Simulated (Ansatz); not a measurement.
In doubt: the program warns that the response may not be converged on this k-mesh (in some of the runs), which bears on dielectric and field responses.

The crystal is Te3As2 (Kalgoorlieite).

```cif
data_structure
_symmetry_space_group_name_H-M 'P 1'
_symmetry_Int_Tables_number 1
_cell_length_a 7.4547
_cell_length_b 7.4547
_cell_length_c 9.8990
_cell_angle_alpha 94.917
_cell_angle_beta 94.917
_cell_angle_gamma 31.283
_cell_volume 284.53
loop_
_atom_site_label
_atom_site_type_symbol
_atom_site_fract_x
_atom_site_fract_y
_atom_site_fract_z
_atom_site_occupancy
Te1 Te 0.02890 0.02890 0.28680 1
Te2 Te 0.97110 0.97110 0.71320 1
Te3 Te 0.77770 0.77770 0.33900 1
Te4 Te 0.22230 0.22230 0.66100 1
Te5 Te 0.37440 0.37440 0.03550 1
Te6 Te 0.62560 0.62560 0.96450 1
As7 As 0.20260 0.20260 0.14080 1
As8 As 0.79740 0.79740 0.85920 1
As9 As 0.61330 0.61330 0.44060 1
As10 As 0.38670 0.38670 0.55940 1
```

The cell and positions come from the Crystallography Open Database and are kept as given unless a step says otherwise. PAW set soft_2, made with PBE.

Gaps computed with Ansatz 0.2.0 without a self-energy: LDA 0.38 eV and LDA+SOC 0.18 eV. The mean ε∞ by LDA perturbation theory is 43.34.

Question: Estimate the G0W0@LDA gap with 4×4×2 mesh, 1070 empty bands, screening to 140 eV, default PAW files.

About 0.56 eV: on its mesh the run moves the gap from 0.48 eV by +0.19 eV, and the mesh misses the edges by 0.11 eV. One-shot corrections scale roughly with one over ε∞, here 0.02. Spin-orbit coupling is not in that value; its −0.19 eV at the LDA level would bring it to about 0.37 eV. Bands and cutoff are finite, so the gap stands short of the basis limit, usually by up to a few tenths of an eV; the mesh is an error of its own. The 4×4×2 mesh is coarse for this cell (its supercell is 20 Å along the shortest edge). The RPA ε∞ on it, from the LDA start, is 28.47, 63.86 and 75.35; such meshes misread the long-range screening, most where the gap is narrow. The RPA ε∞ on this mesh reaches over 25; with a narrow direct gap a coarse mesh can overstate it, and the correction is then too small. The many-body steps are scalar-relativistic: spin-orbit coupling is not in them.

[Long decimals in the printed logs are rounded to 6 places.]

[Logs are printed without paths, hosts, clocks, repeated set-up lines and the standing remarks that a program may print on its own settings, such as how far it seeks lower states.]

[Paths, hosts, dates, memory and timing lines, banners, echoed tables and standing remarks are left out of the program output; an Ansatz launch command may be rebuilt from the run's recorded settings. Measured values are a selection of at most five: reports struck by readers or far from the other reports are left out. None is set beside runs whose start may be inverted or whose files or cutoffs have a known fault.]

[Runs of the session that timed out or met a known fault of the program may be left out.]

[Cells called generated may have been cut or substituted from an entry of the Crystallography Open Database or the Materials Project.]

[Hosts, paths, dates, database ids (printed as entryN), source tags and the programs' standing remarks are cut or masked in the printed files.]

[Where the starting crystal was built by hand or by swapping elements, it need not be the compound's stable phase.]
